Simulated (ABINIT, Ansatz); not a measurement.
# Quasiparticle gap of MgH2 (P4_2/mnm) in ABINIT, part 3 of 3

Aim: the G0W0 gap of MgH2 (P4_2/mnm) on PBE, step by step.

ABINIT 10.8.3; PBE and many-body steps on it, plane waves. Known limits of the many-body steps: not at the basis limit; coarse k mesh.

So far. Step 4 (Empty states on the mesh, 4×4×4 mesh, 415 bands): On this mesh the gap is 3.895 eV. Step 5 (Screening, 4×4×4 mesh, 407 bands, screening to 272.1 eV): Local fields lower ε∞ by 10 %. On a Γ-centred mesh this coarse the value itself is usually too large, while a short band sum pulls it down.

**6. Self-energy, 4×4×4 mesh, 407 bands, screening to 272.1 eV**

The self-energy is evaluated for the states that the input lists, and the levels follow from it, in one-shot runs by the linearised quasiparticle equation.

This step: G0W0 on PBE, plane waves, norm-conserving pseudopotentials.

Contents of run.abi:

```
acell 3*1.0 Angstrom
rprim 
  4.516800000000 0.000000000000 0.000000000000
  0.000000000000 4.516800000000 0.000000000000
  0.000000000000 0.000000000000 3.020500000000
ntypat 2
znucl 12 1
natom 6
typat 1 1 2 2 2 2
xred 
  0.000000000000 0.000000000000 0.000000000000
  0.500000000000 0.500000000000 0.500000000000
  0.306000000000 0.306000000000 0.000000000000
  0.194000000000 0.806000000000 0.500000000000
  0.694000000000 0.694000000000 0.000000000000
  0.806000000000 0.194000000000 0.500000000000
pp_dirpath "pseudos"
pseudos "Mg.upf, H.upf"
ecut 38
ngkpt 4 4 4
nshiftk 1
shiftk 0 0 0
kptopt 1
chksymbreak 0
istwfk *1
occopt 1
irdwfk 1
optdriver 4
nband 407
gwcalctyp 0
ecutsigx 38
symsigma 1
nkptgw 4
kptgw 
  0.2500000000 0.0000000000 0.0000000000
  0.5000000000 0.5000000000 0.5000000000
  0.2500000000 0.2500000000 0.5000000000
  0.0000000000 0.0000000000 0.0000000000
bdgw 
  11 14
  11 14
  11 14
  10 14
ecuteps 10
irdscr 1
ppmodel 1
indata_prefix "in"
outdata_prefix "out"
tmpdata_prefix "tmp"
```

Launch:

```sh
OMP_NUM_THREADS=1 mpirun -n 4 abinit run.abi > log
```

Numbers of over 12 decimals in the logs are rounded to 6 here.

What it wrote:

```text
.Version 10.8.3 of ABINIT. v10.8.2 released Aug 2026.

 Symmetries : space group P4_2/m n m (#136); Bravais tP (primitive tetrag.)
[... echo of the input left out ...]
== DATASET  1 ==================================================================
-   mpi_nproc: 4, omp_nthreads: 1 (-1 if OMP is not activated)

--- !DatasetInfo
iteration_state: {dtset: 1, }
dimensions: {natom: 6, nkpt: 18, mband: 407, nsppol: 1, nspinor: 1, nspden: 1, mpw: 4696, }
cutoff_energies: {ecut:  38.0, pawecutdg:  -1.0, }
electrons: {nelect:   2.40000000E+01, charge:   0.00000000E+00, occopt:   1.00000000E+00, tsmear:   1.00000000E-02, }

 SIGMA: Calculation of the GW corrections

 Based on a program developped by R.W. Godby, V. Olevano, G. Onida, and L. Reining.
 Incorporated in ABINIT by V. Olevano, G.-M. Rignanese, and M. Torrent.
.Using double precision arithmetic ; gwpc =  8

[... cell and pseudopotentials left out ...]
--------------------------------------------------------------------------------

 ==== K-mesh for the wavefunctions ====
 Number of points in the irreducible wedge :    18
[... list of points left out ...]
 Together with 16 symmetry operations and time-reversal symmetry
 yields    64 points in the full Brillouin Zone.

 ==== Q-mesh for screening function ====
 Number of points in the irreducible wedge :    18
[... list of points left out ...]
 Together with 16 symmetry operations and time-reversal symmetry
 yields    64 points in the full Brillouin Zone.

 vcoul_init : cutoff-mode = AUXILIARY_FUNCTION
 q-points for optical limit:   1
     1)      0.000010    0.000020    0.000030
 setmesh: FFT mesh size selected  =    48x   48x   32
          total number of points  =        73728

 Number of electrons calculated from density =   24.0000; Expected =   24.0000
 average of density, n =  0.057713
 r_s =    1.6053
 omega_plasma =   23.1736 [eV]

 === KS Band Gaps ===
  >>>> For spin  1
   Minimum direct gap =   4.6658 [eV], located at k-point      :   0.2500  0.2500  0.5000
   Fundamental gap    =   3.8953 [eV], Top of valence bands at :   0.2500  0.0000  0.0000
                                       Bottom of conduction at :   0.5000  0.5000  0.5000
 SIGMA fundamental parameters:
 PLASMON POLE MODEL  1
 number of plane-waves for SigmaX                 4651
 number of plane-waves for SigmaC and W            617
 number of plane-waves for wavefunctions          4651
 number of bands                                   407
 number of independent spin polarizations            1
 number of spinorial components                      1
 number of k-points in IBZ                          18
 number of q-points in IBZ                          18
 number of symmetry operations                      16
 number of k-points in BZ                           64
 number of q-points in BZ                           64
 number of frequencies for dSigma/dE                 9
 frequency step for dSigma/dE [eV]                0.25
 number of omega for Sigma on real axis              0
 max omega for Sigma on real axis  [eV]           0.00
 zcut for avoiding poles [eV]                     0.10

 EPSILON^-1 parameters (SCR file):
 dimension of the eps^-1 matrix on file            617
 dimension of the eps^-1 matrix used               617
 number of plane-waves for wavefunctions          4651
 number of bands                                   407
 number of q-points in IBZ                          18
 number of frequencies                               2
 number of real frequencies                          1
 number of imag frequencies                          1

 matrix elements of self-energy operator (all in [eV])

 Perturbative Calculation

--- !SelfEnergy_ee
iteration_state: {dtset: 1, }
kpoint     : [   0.250,    0.000,    0.000, ]
spin       : 1
KS_gap     :    4.798
QP_gap     :    6.834
Delta_QP_KS:    2.036
data: !SigmaeeData |
     Band     E0 <VxcDFT>   SigX SigC(E0)      Z dSigC/dE  Sig(E)    E-E0       E
       11  -0.710 -11.185 -15.060   1.857   0.774  -0.292 -12.748  -1.563  -2.272
       12   0.402 -11.630 -15.054   1.504   0.781  -0.280 -13.130  -1.500  -1.098
       13   5.200  -8.565  -4.388  -3.524   0.822  -0.216  -8.028   0.537   5.736
       14   6.926  -8.266  -3.848  -3.781   0.815  -0.227  -7.747   0.519   7.445

--- !SelfEnergy_ee
iteration_state: {dtset: 1, }
kpoint     : [   0.500,    0.500,    0.500, ]
spin       : 1
KS_gap     :    4.769
QP_gap     :    6.955
Delta_QP_KS:    2.186
data: !SigmaeeData |
     Band     E0 <VxcDFT>   SigX SigC(E0)      Z dSigC/dE  Sig(E)    E-E0       E
       11  -0.472 -11.049 -14.865   1.784   0.776  -0.288 -12.627  -1.578  -2.050
       12  -0.472 -11.049 -14.865   1.784   0.776  -0.288 -12.627  -1.578  -2.050
       13   4.297  -9.156  -4.892  -3.523   0.821  -0.218  -8.548   0.608   4.905
       14   4.297  -9.156  -4.892  -3.523   0.821  -0.218  -8.548   0.608   4.905

--- !SelfEnergy_ee
iteration_state: {dtset: 1, }
kpoint     : [   0.250,    0.250,    0.500, ]
spin       : 1
KS_gap     :    4.666
QP_gap     :    6.802
Delta_QP_KS:    2.137
data: !SigmaeeData |
     Band     E0 <VxcDFT>   SigX SigC(E0)      Z dSigC/dE  Sig(E)    E-E0       E
       11  -0.299 -11.323 -15.000   1.700   0.777  -0.288 -12.859  -1.536  -1.835
       12  -0.085 -11.305 -14.980   1.682   0.779  -0.284 -12.857  -1.552  -1.637
       13   4.581  -8.889  -4.604  -3.572   0.821  -0.219  -8.304   0.585   5.165
       14   5.473  -7.761  -3.477  -3.636   0.821  -0.217  -7.229   0.532   6.005

--- !SelfEnergy_ee
iteration_state: {dtset: 1, }
kpoint     : [   0.000,    0.000,    0.000, ]
spin       : 1
KS_gap     :    5.246
QP_gap     :    7.061
Delta_QP_KS:    1.815
data: !SigmaeeData |
     Band     E0 <VxcDFT>   SigX SigC(E0)      Z dSigC/dE  Sig(E)    E-E0       E
       10  -0.978 -11.110 -15.093   1.941   0.772  -0.295 -12.687  -1.577  -2.554
       11  -0.978 -11.110 -15.093   1.941   0.772  -0.295 -12.687  -1.577  -2.554
       12  -0.039 -11.484 -14.821   1.483   0.780  -0.283 -12.929  -1.445  -1.484
       13   5.207  -6.816  -2.910  -3.461   0.829  -0.206  -6.447   0.370   5.577
       14   5.547  -9.978  -5.729  -3.549   0.813  -0.230  -9.409   0.569   6.116

== END DATASET(S) ==============================================================
================================================================================

 -outvars: echo values of variables after computation  --------
           etotal      0.0000000000E+00
            nband         407
             nkpt          18
          spgroup         136
 [... the other variables as echoed above ...]

 Calculation completed.
```

Elapsed: 13 min, on 4 MPI ranks of Arm Neoverse V1, shared host; peak memory 5.9 GiB; 51 min of CPU time.

Numbers from this step:

```
G0W0 gap on the mesh                         : 6.003 eV
starting gap on the mesh                     : 3.895 eV
k of the valence top                         : 0.25, 0, 0
k of the conduction bottom                   : 0.5, 0.5, 0.5
Z at the valence top                         : 0.781
Z at the conduction bottom                   : 0.821
least direct G0W0 gap on the computed points : 6.802 eV
```

The gap on the mesh goes from 3.90 eV to 6.00 eV, a correction of +2.11 eV.

Limits: finite bands, cutoff and mesh; coarse k mesh. v1 is the top filled band, c1 the lowest empty one. Levels before and after the correction, in eV, zero at the valence-band top of each column:

|  | conduction bottom | valence top |
| --- | --- | --- |
| Kohn-Sham | 3.90 | 0.00 |
| G0W0 | 6.00 | 0.00 |

|  | level | energy (eV) |
| --- | --- | --- |
| Kohn-Sham | (0.25 0 0) v2 | -1.111 |
| Kohn-Sham | (0.25 0 0) v1 | 0.000 |
| Kohn-Sham | (0.25 0 0) c1 | 4.798 |
| Kohn-Sham | (0.25 0 0) c2 | 6.524 |
| Kohn-Sham | (0.5 0.5 0.5) v2-v1 | -0.874 |
| Kohn-Sham | (0.5 0.5 0.5) c1-c2 | 3.895 |
| G0W0 | (0.25 0 0) v2 | -1.174 |
| G0W0 | (0.25 0 0) v1 | 0.000 |
| G0W0 | (0.25 0 0) c1 | 6.834 |
| G0W0 | (0.25 0 0) c2 | 8.543 |
| G0W0 | (0.5 0.5 0.5) v2-v1 | -0.952 |
| G0W0 | (0.5 0.5 0.5) c1-c2 | 6.003 |

**7. Where the time went**

Times are wall times on 4 MPI ranks of Arm Neoverse V1, shared host, good to a factor of about two.

| step | time | share | memory (GiB) |
| --- | --- | --- | --- |
| ground state | 14 s | 1 % | 0.32 |
| bands along the symmetry lines | 17 s | 1 % | 0.34 |
| empty states on the mesh | 6 min | 16 % | 4.9 |
| screening | 19 min | 50 % | 4.8 |
| self-energy | 13 min | 33 % | 5.9 |

**8. Results**

```yaml
pbe_gap: 3.76 eV, indirect
g0w0_gap_on_the_mesh: 6.00 eV
g0w0_gap_over_the_zone_rigid_shift: 5.86 eV
gw_settings: 4×4×4 mesh, 407 bands, screening to 272.1 eV, Godby-Needs plasmon pole
known_limits: not at the basis limit; coarse k mesh
```

What this shows: G0W0 moves the gap on the mesh from 3.90 eV to 6.00 eV (+2.11 eV), with Z of 0.78 and 0.82 at the edges. The mesh misses the band edges by 0.14 eV in all; a rigid shift gives 5.86 eV for the zone. Local fields lower the RPA ε∞ on this mesh from 4.06 to 3.67; a Γ-centred mesh this coarse tends to raise both, most where the direct gap is narrow, while a short band sum lowers them. The dearest step here is «screening». Against experiment, by G0W0@PBE: the gap of 5.86 eV lies +0.26 eV from the measured 5.6 ± 0.1 eV (optical, 300 K, 2003). An exciton line or allowed optical edge lies below the quasiparticle gap by the binding energy; a forbidden edge can push the onset above it. The calculation has static nuclei and no excitons; a measured gap holds zero-point and thermal motion, which mostly lowers it. Bands and cutoff are finite, so the gap is not at the basis limit. The miss can reach some tenths of an eV and take either sign; the mesh is an error of its own. A denser mesh or path gives a starting gap of 3.76 eV: the GW mesh misses a band edge, so its gaps are not the fundamental one. The 4×4×4 mesh is coarse for this cell, which bears on the long-range parts of exchange and screening.

[Paths, hosts, dates, memory and timing lines, banners, echoed tables and standing remarks are left out of the program output.]

[Logs are printed without paths, hosts, clocks, repeated set-up lines and the standing remarks that a program may print on its own settings, such as how far it seeks lower states.]

[Runs of the session that timed out or met a known fault of the program may be left out.]

[Hosts, paths, dates, database ids (printed as entryN), source tags and the programs' standing remarks are cut or masked in the printed files.]

[G0W0 gaps are taken among the corrected bands and points alone; a level outside them can change the order at an edge.]

[Where Ansatz stands beside ABINIT at settings called matched, ABINIT's density can come from a denser mesh and the files from another edition; pairs whose starting gaps differed by over 0.03 eV were left out, so agreement reads better than it is.]
